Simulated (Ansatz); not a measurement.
# 4-layer 1T-PtTe2 (AA) in a perpendicular field

What dipole does a perpendicular field induce in the 4-layer 1T-PtTe2 (AA)? A positive field points along +c.

Calculated with Ansatz 0.2.0; plane-wave DFT, PBE-D3(BJ), Ansatz PAW (set soft_1); PAW set soft_1.

Report form: the programs' logs are mostly left out.

### 1. Set-up

The cell holds 12 atoms: 8 Te and 4 Pt. Cell: a = 4.020 Å, b = 4.020 Å, c = 70.393 Å, α = 90.0°, β = 90.0°, γ = 120.0°. Regions: layer 1: 1T-PtTe2, 3 atoms (2 Te and 1 Pt); layer 2: 1T-PtTe2, 3 atoms (2 Te and 1 Pt); layer 3: 1T-PtTe2, 3 atoms (2 Te and 1 Pt); layer 4: 1T-PtTe2, 3 atoms (2 Te and 1 Pt). Vacuum lies along c.

As a file:

```cif
data_structure
_symmetry_space_group_name_H-M 'P 1'
_symmetry_Int_Tables_number 1
_cell_length_a 4.0200
_cell_length_b 4.0200
_cell_length_c 70.3933
_cell_angle_alpha 90.000
_cell_angle_beta 90.000
_cell_angle_gamma 120.000
_cell_volume 985.18
loop_
_atom_site_label
_atom_site_type_symbol
_atom_site_fract_x
_atom_site_fract_y
_atom_site_fract_z
_atom_site_occupancy
Te1 Te 0.66667 0.33333 0.36012 1
Pt2 Pt 0.00000 0.00000 0.37751 1
Te3 Te 0.33333 0.66667 0.39490 1
Te4 Te 0.66667 0.33333 0.44178 1
Pt5 Pt 0.00000 0.00000 0.45917 1
Te6 Te 0.33333 0.66667 0.47656 1
Te7 Te 0.66667 0.33333 0.52344 1
Pt8 Pt 0.00000 0.00000 0.54083 1
Te9 Te 0.33333 0.66667 0.55822 1
Te10 Te 0.66667 0.33333 0.60510 1
Pt11 Pt 0.00000 0.00000 0.62249 1
Te12 Te 0.33333 0.66667 0.63988 1
```

### 2. Relaxing the slab

The starting cell is a guess, so the in-plane lattice and the atoms are relaxed first, with the slab cut off from its images along the normal.

The input, input.yaml:

```yaml
crystal:
  lattice:
    - [4.02, 0.0, 0.0]
    - [-2.01, 3.4814221232, 0.0]
    - [0.0, 0.0, 70.393307106]
  atoms:
    - { symbol: Te, position: [0.6666666667, 0.3333333333, 0.3601194637] }
    - { symbol: Pt, position: [0.0, 0.0, 0.3775098015] }
    - { symbol: Te, position: [0.3333333333, 0.6666666667, 0.3949001392] }
    - { symbol: Te, position: [0.6666666667, 0.3333333333, 0.441779596] }
    - { symbol: Pt, position: [0.0, 0.0, 0.4591699338] }
    - { symbol: Te, position: [0.3333333333, 0.6666666667, 0.4765602716] }
    - { symbol: Te, position: [0.6666666667, 0.3333333333, 0.5234397284] }
    - { symbol: Pt, position: [0.0, 0.0, 0.5408300662] }
    - { symbol: Te, position: [0.3333333333, 0.6666666667, 0.558220404] }
    - { symbol: Te, position: [0.6666666667, 0.3333333333, 0.6050998608] }
    - { symbol: Pt, position: [0.0, 0.0, 0.6224901985] }
    - { symbol: Te, position: [0.3333333333, 0.6666666667, 0.6398805363] }
  periodic: [true, true, false]
kpoints:
  mp_grid: { grid: [12, 12, 1] }
hamiltonian:
  xc: pbe
  dispersion: d3bj
  pseudopotentials: { kind: paw, azcp: { folder: soft_1 } }
scf:
  occupations: { method: fermi_dirac, width: 0.05 }
  convergence: { dr2_threshold: 1.0e-09 }
relax:
  f_tol: 0.004
  max_steps: 90
  cell: {}
output:
  write_potential: true
  write_density: true
  volumetric_format: npy
```

On the command line:

```console
$ ansatz run input.yaml --threads 4 --pin off --max-ram 12288MiB --backend cpu --events-out ev --progress --plain --runs-dir out
```

Elapsed: 6.4 min, on 4 threads of Intel Xeon Platinum 8488C (Sapphire Rapids), shared host; peak memory 3.4 GiB.

The steps of the relaxation:

```tsv
step	energy less that of the first step (eV)	largest force component (eV/Å)	volume (Å³)
1	0.0000	2.0766	985.18
2	-1.2416	0.4409	1001.71
3	-1.4934	0.1754	973.31
4	-1.5919	0.1136	970.77
5	-1.6855	0.1204	976.25
6	-1.7398	0.0910	983.62
7	-1.7380	0.2835	991.34
8	-1.7581	0.0303	987.92
9	-1.7619	0.0337	992.66
10	-1.7623	0.0086	991.55
11	-1.7623	0.0011	991.85
12*	-1.7628	0.0011	991.85
```

Relaxation steps marked * repeat the geometry before them on a plane-wave basis chosen anew for their cell, so energy and pressure can jump there. Relaxation step 7 was tried and not accepted.

Forces are held to the 12 operations that the run works with; a distortion that breaks them can't arise in this run.

```tsv
cell as run	before	after	change
a (Å)	4.020	4.034	+0.3 %
b (Å)	4.020	4.034	+0.3 %
```

The atoms that moved most (Å, along periodic axes as changes of fractional coordinates times the final cell, across vacuum about the mean position):

```tsv
atom	dx	dy	dz	length
Te3	0.000	0.000	1.074	1.074
Te10	0.000	0.000	-1.074	1.074
Pt2	0.000	0.000	0.948	0.948
Pt11	0.000	0.000	-0.948	0.948
Te1	0.000	0.000	0.778	0.778
Te12	0.000	0.000	-0.778	0.778
Te6	0.000	0.000	0.461	0.461
Te7	0.000	0.000	-0.461	0.461
```

This step gave:

```
energy at zero smearing : -105949.7004 eV
```

The lattice constant a goes from 4.020 to 4.034 Å.

### 3. Single point, field 0

A sawtooth potential applies the field, turning back in the middle of the vacuum. With the dipole correction the typed value is the field outside the slab. The induced dipole is small, so the SCF threshold is tight.

The cell differs from the one that the last finished run ended in (c 70.393 → 36.137 Å).

The input, input.yaml:

```yaml
crystal:
  lattice:
    - [4.033601201, 0.0, 0.0]
    - [-2.0168006005, 3.4932011088, 0.0]
    - [0.0, 0.0, 36.1374140466]
  atoms:
    - { symbol: Te, position: [0.6666666667, 0.3333333333, 0.2490493644] }
    - { symbol: Pt, position: [0.0, 0.0, 0.2876209736] }
    - { symbol: Te, position: [0.3333333333, 0.6666666667, 0.3250005123] }
    - { symbol: Te, position: [0.6666666667, 0.3333333333, 0.3913008642] }
    - { symbol: Pt, position: [0.0, 0.0, 0.4291132795] }
    - { symbol: Te, position: [0.3333333333, 0.6666666667, 0.4670912402] }
    - { symbol: Te, position: [0.6666666667, 0.3333333333, 0.5329087598] }
    - { symbol: Pt, position: [0.0, 0.0, 0.5708867205] }
    - { symbol: Te, position: [0.3333333333, 0.6666666667, 0.6086991358] }
    - { symbol: Te, position: [0.6666666667, 0.3333333333, 0.6749994877] }
    - { symbol: Pt, position: [0.0, 0.0, 0.7123790264] }
    - { symbol: Te, position: [0.3333333333, 0.6666666667, 0.7509506356] }
kpoints:
  mp_grid: { grid: [12, 12, 1] }
  band_path:
    path: [[0, 0, 0], [0.5, 0, 0], [0.33333333, 0.33333333, 0], [0, 0, 0]]
    npoints: 16
hamiltonian:
  xc: pbe
  dispersion: d3bj
  pseudopotentials: { kind: paw, azcp: { folder: soft_1 } }
scf:
  occupations: { method: fermi_dirac, width: 0.02585 }
  convergence: { dr2_threshold: 1.0e-10 }
efield:
  axis: 3
  dipole_correction: true
  ramp_position: 0.97
  ramp_width: 0.06
  amplitude: 0
output:
  dos: { projected: true, e_range: [-6, 5] }
  write_potential: true
  write_density: true
  volumetric_format: npy
  elf: true
```

Elapsed: 73 s, on 4 threads; peak memory 2.9 GiB; 4.7 min of CPU time.

This step gave:

```yaml
energy_at_zero_smearing: -105949.7033 eV
work_function_upper_face: 4.362 eV
dipole_along_the_normal: -6.03e-7 e·Å
```

Running mean over a fixed 2.5 Å (it still follows the layers) of the planar mean; the ramp of the sawtooth is left out. The electron's electrostatic potential energy less the Fermi level by z:

```tsv
z (Å)	electron's electrostatic potential energy less the Fermi level (eV)
4	4.36
5	4.36
6	4.29
7	3.37
8	-0.186
9	-5.11
10	-8.47
11	-8.27
12	-4.67
13	-3.29
14	-5.04
15	-8.47
16	-8.49
17	-5.13
18	-3.35
19	-4.61
20	-8.28
21	-8.63
22	-5.65
23	-3.34
24	-4.23
25	-8.02
26	-8.60
27	-5.84
28	-0.760
29	2.96
30	4.26
31	4.35
32	4.36
```

The density of states has structure finer than the step of the table below, so its rows give means over 0.2 eV, whole bins alone (the curve runs from -6 to 1.99 eV). Peaks (eV: height): -5.59: 21.0, -5.26: 28.8, -5.15: 24.1, -4.57: 20.9, -4.02: 31.1, -3.96: 27.2, -3.44: 47.5.

Table of density of states by energy, zero at the Fermi level; means over each step:

```tsv
energy (eV)	density of states (states/eV a cell)
-5.8	7.05
-5.6	15.4
-5.4	18.1
-5.2	19.9
-5.0	12.7
-4.8	8.59
-4.6	10.7
-4.4	10.6
-4.2	18.8
-4.0	25.0
-3.8	12.7
-3.6	5.23
-3.4	28.7
-3.2	14.1
-3.0	9.90
-2.8	10.3
-2.6	10.8
-2.4	9.27
-2.2	10.8
-2.0	9.23
-1.8	10.5
-1.6	7.83
-1.4	8.84
-1.2	7.30
-1.0	6.22
-0.8	5.06
-0.6	2.96
-0.4	2.60
-0.2	1.64
0.0	5.61
0.2	5.24
0.4	5.73
0.6	10.9
0.8	5.17
1.0	6.79
1.2	8.65
1.4	7.75
1.6	6.33
1.8	8.18
```

Projected DOS per atom over height of the atomic layer and energy from the Fermi level. Layers: Te Pt Te Te Pt Te Te Pt Te Te Pt Te from below.

Values in states/eV, 22 rows by 12 columns, each cell a mean:
```
0.46 0.31 0.65 0.73 0.36 0.69 0.69 0.36 0.73 0.65 0.31 0.46
0.67 0.45 0.82 0.68 0.34 0.49 0.49 0.34 0.68 0.82 0.45 0.67
0.93 0.60 0.89 0.46 0.32 0.49 0.49 0.32 0.46 0.89 0.60 0.93
0.82 0.57 0.65 0.48 0.43 0.63 0.63 0.43 0.48 0.65 0.57 0.82
0.59 0.38 0.38 0.49 0.44 0.53 0.53 0.44 0.49 0.38 0.38 0.59
0.47 0.28 0.22 0.55 0.50 0.46 0.46 0.50 0.55 0.22 0.28 0.47
0.29 0.07 0.16 0.26 0.08 0.24 0.24 0.08 0.26 0.16 0.07 0.29
0.58 0.12 0.42 0.36 0.13 0.40 0.40 0.13 0.36 0.42 0.12 0.58
0.90 0.26 0.70 0.56 0.25 0.54 0.54 0.25 0.56 0.70 0.26 0.90
0.94 0.44 0.77 0.76 0.42 0.73 0.73 0.42 0.76 0.77 0.44 0.94
0.94 0.68 0.75 0.81 0.63 0.85 0.85 0.63 0.81 0.75 0.68 0.94
1.03 0.93 0.82 0.70 0.77 0.73 0.73 0.77 0.70 0.82 0.93 1.03
0.69 1.04 0.65 0.70 1.12 0.67 0.67 1.12 0.70 0.65 1.04 0.69
0.55 1.26 0.55 0.64 1.43 0.63 0.63 1.43 0.64 0.55 1.26 0.55
0.39 4.32 0.44 0.48 4.05 0.49 0.49 4.05 0.48 0.44 4.32 0.39
0.15 1.57 0.20 0.22 2.05 0.23 0.23 2.05 0.22 0.20 1.57 0.15
0.75 4.06 0.78 0.74 4.24 0.70 0.70 4.24 0.74 0.78 4.06 0.75
0.75 1.98 0.44 0.49 1.96 0.58 0.58 1.96 0.49 0.44 1.98 0.75
0.81 1.46 0.35 0.46 1.13 0.38 0.38 1.13 0.46 0.35 1.46 0.81
0.85 2.29 0.73 0.77 2.04 0.72 0.72 2.04 0.77 0.73 2.29 0.85
0.97 2.92 1.16 0.78 2.32 0.95 0.95 2.32 0.78 1.16 2.92 0.97
0.30 0.55 0.63 0.69 0.87 0.62 0.62 0.87 0.69 0.63 0.55 0.30
```
Columns: height of the atomic layer (Å) from 9 to 27.1 (not evenly spaced); rows upwards: energy from the Fermi level (eV) from -5.96 to 1.96.

Electronic bands along the path, in eV, zero at the Fermi level:

```tsv
point	band 97	band 98	band 99	band 100	band 101	band 102	band 103	band 104
Γ	-0.48	-0.48	0.30	1.00	1.00	1.16	1.44	1.44
halfway	-1.21	-1.03	-0.68	-0.33	0.08	0.50	0.65	1.09
M	-2.32	-2.23	-1.52	-0.95	0.30	0.47	0.93	1.10
halfway	-2.11	-1.81	-1.44	-1.42	0.05	0.47	0.62	0.89
K	-2.15	-2.15	-1.82	-1.82	-0.09	-0.09	0.58	0.58
halfway	-1.35	-1.31	-0.82	-0.33	0.24	0.40	0.71	0.79
Γ	-0.48	-0.48	0.30	1.00	1.00	1.16	1.44	1.44
```

Electrostatic potential energy in the ca plane at fractional y = 0.000, with atoms of Pt within 0.2 Å of it. With pseudopotentials it is smooth inside the atoms' cores, unlike the true potential.

Ten even steps from '0' (-56 eV) to '9' (10 eV), each cell a mean:
```
99999999999999999999983000389999999840003899
99999999999999999999996212699999999973126899
99999999999999999999998777899999999987778999
99999999999999999999999999999999999999999999
99999999999999999998889999988899988899999888
99999999999999999998889999888899988889999888
99999999999999999999889999988999998899999888
99999999999999999999999888999999999998889999
99999999999999999999998545799999999985457999
99999999999999999999984000489999999851004899
99999999999999999999982000289999999830002799
```
Columns run along c (16.0 Å, from fractional 0.05 to 0.49 of the cell; values clipped at the 3rd and 97th percentile), rows up along a (4.0 Å). Atoms in or near the plane, at fractional coordinates: Pt at (0.29, 0.00), Pt at (0.43, 0.00).

Valence density in the ca plane at fractional y = 0.000, with atoms of Pt within 0.2 Å of it. It is the smooth field of the valence electrons, not physical close to the nuclei.

Ten steps, logarithmic in the rise over the least value, from '0' (0 e/Å³) to '9' (11 e/Å³), each cell a mean:
```
00000000000000000001136999731100011368997421
00000000000000000001135777531100011247875321
00000000000000000011223444322111112234443221
00000000000000000012222222222211122222222222
00000000000000000112222212222221222222122222
00000000000000000112222212222221222222122222
00000000000000000112222222222211122222222222
00000000000000000011222333222111112223332221
00000000000000000001124565421100011235654221
00000000000000000001136898631100011358986321
00000000000000000001137999742100001379997421
```
Columns run along c (16.0 Å, from fractional 0.05 to 0.49 of the cell), rows up along a (4.0 Å). Atoms in or near the plane, at fractional coordinates: Pt at (0.29, 0.00), Pt at (0.43, 0.00).

ELF in the ca plane at fractional y = 0.000, with atoms of Pt within 0.2 Å of it. It is the smooth field of the valence electrons, not physical close to the nuclei.

Ten even steps from '0' (0.00) to '9' (0.68), each cell a mean:
```
00000000000000000002347888743100013478887532
00000000000000000012345676543210023446775432
00000000000000001345554454455421245544544554
00000000000000125688776434677642467764345776
00000000000000247998776434677754577764236777
00000000000001257998776323677764577764235777
00000000000000136898776434677753577764346777
00000000000000013566765444566532356654445665
00000000000000000123444565444310134445654443
00000000000000000012346787643200013467876432
00000000000000000001358888853100013578888532
```
Columns run along c (16.0 Å, from fractional 0.05 to 0.49 of the cell), rows up along a (4.0 Å). Atoms in or near the plane, at fractional coordinates: Pt at (0.29, 0.00), Pt at (0.43, 0.00).

The work function of the upper face is 4.36 eV.

### 4. Atoms held, field 0.1 V/Å

Changes to input.yaml since step 3:

```diff
@@ -35,5 +35,4 @@
   ramp_width: 0.06
-  amplitude: 0
+  amplitude: 0.1
 output:
-  dos: { projected: true, e_range: [-6, 5] }
   write_potential: true
@@ -41,2 +40 @@
   volumetric_format: npy
-  elf: true
```

It took 68 s on 4 threads; peak memory 2.5 GiB.

The dipole is 0.162 e·Å.

### 5. Single point, field -0.1 V/Å

Changes to input.yaml since step 4:

```diff
@@ -35,3 +35,3 @@
   ramp_width: 0.06
-  amplitude: 0.1
+  amplitude: -0.1
 output:
```

The job ended after 66 s (4 threads; peak memory 2.5 GiB).

The dipole is -0.162 e·Å.

### 6. Single point, field 0.2 V/Å

Changes to input.yaml since step 5:

```diff
@@ -35,3 +35,3 @@
   ramp_width: 0.06
-  amplitude: -0.1
+  amplitude: 0.2
 output:
```

Elapsed: 70 s, on 4 threads; peak memory 2.5 GiB; 4.6 min of CPU time.

The dipole is 0.324 e·Å.

### 7. Single point, field 0.3 V/Å

Changes to input.yaml since step 6:

```diff
@@ -35,3 +35,3 @@
   ramp_width: 0.06
-  amplitude: 0.2
+  amplitude: 0.3
 output:
```

Run time: 72 s. Hardware: 4 threads; peak memory 2.5 GiB; 4.7 min of CPU time.

The dipole is 0.486 e·Å.

### 8. Response, atoms held

This step: plane-wave DFT, PBE-D3(BJ), Ansatz PAW (set soft_1); response to a field along the normal, atoms held; PAW set soft_1 (Ansatz 0.2.0).

The dipoles give the slope, and the difference of two potentials shows where the field is screened.

Numbers from this step:

| Property | Result |
| --- | --- |
| equivalent conductor thickness p/(ε₀AE) | 20.80 Å |
| distance between the outer atoms | 18.14 Å |

Dipole of the cell against applied field:

```tsv
applied field (V/Å)	dipole of the cell (e·Å)
-0.100	-0.162
0.000	-6.0e-7
0.100	0.162
0.200	0.324
0.300	0.486
```

Local field over the applied field, running mean. From the potentials at -0.1 and 0.1 V/Å; running mean over 2.8 Å. Table of local field over applied field by z:

```tsv
z (Å)	local field over applied field
5	0.986
6	0.920
7	0.701
8	0.385
9	0.115
10	0.0126
11	0.00432
12	0.0135
13	0.0160
14	0.00849
15	0.00239
16	7.7e-4
17	0.00199
18	0.00272
19	0.00210
20	9.2e-4
21	0.00181
22	0.00727
23	0.0157
24	0.0140
25	0.00590
26	0.00755
27	0.0909
28	0.342
29	0.660
30	0.901
31	0.982
```

Electrons, planar mean, per unit field. Table of induced electron density by z:

z (Å), induced electron density (e/Å³ per V/Å) and a bar from the least value:
```
        5    0.00006 ##############
        6    0.00035 ################
        7    0.00172 #######################
        8    0.00286 ##############################
        9    0.00084 ##################
       10    0.00000 ##############
       11    0.00010 ##############
       12   -0.00021 ############
       13    0.00011 ##############
       14    0.00009 ##############
       15    0.00000 ##############
       16    0.00004 ##############
       17   -0.00004 #############
       18    0.00000 ##############
       19    0.00003 ##############
       20   -0.00004 #############
       21    0.00000 ##############
       22   -0.00008 #############
       23   -0.00009 #############
       24    0.00013 ##############
       25   -0.00007 #############
       26    0.00003 ##############
       27   -0.00060 ##########
       28   -0.00237 
       29   -0.00206 ##
       30   -0.00045 ###########
       31   -0.00007 #############
```

By hand: between -0.1 and 0.1 V/Å the dipole changes by 0.3240 e·Å, a slope of 1.620 e·Å²/V. A perfect conductor of thickness t has p = ε₀AEt, so t = 180.95 × 1.620 / 14.090 = 20.80 Å (e/ε₀ = 180.95 V·Å, A in Å²).

The induced dipole is that of a conductor 20.80 Å thick.

### 9. What came out

| Property | Result |
| --- | --- |
| gap without field | none |
| work function, upper face | 4.36 eV |
| equivalent conductor thickness, atoms held | 20.8 Å |

In words: The induced dipole equals that of a perfect conductor 20.80 Å thick, while the outer atoms lie 18.14 Å apart. There is no gap over 0.03 eV, with or without the field. The main runs have no spin polarisation; a magnetic state could lie lower and would change these results. Spin-orbit coupling is left out, which matters for the bands of elements this heavy. After relaxation neighbouring layers come as close as 2.4 Å along the normal, so they are bonded in part and no longer a van der Waals stack.

[Logs are printed without paths, hosts, clocks, repeated set-up lines and the standing remarks that a program may print on its own settings, such as how far it seeks lower states.]

[Hosts, paths, dates, database ids (printed as entryN), source tags and the programs' standing remarks are cut or masked in the printed files.]

[Maps of the electrostatic potential energy from Ansatz leave out the sawtooth potential of an applied field or a dipole correction, so their vacuum need not be flat; planar profiles and work functions include it.]

[The density of states shown here was stored with 400 of the rows of the run's finer table, so its peaks can read low, often by over a quarter, or be missed, and its means over a window can be off by a tenth or more.]
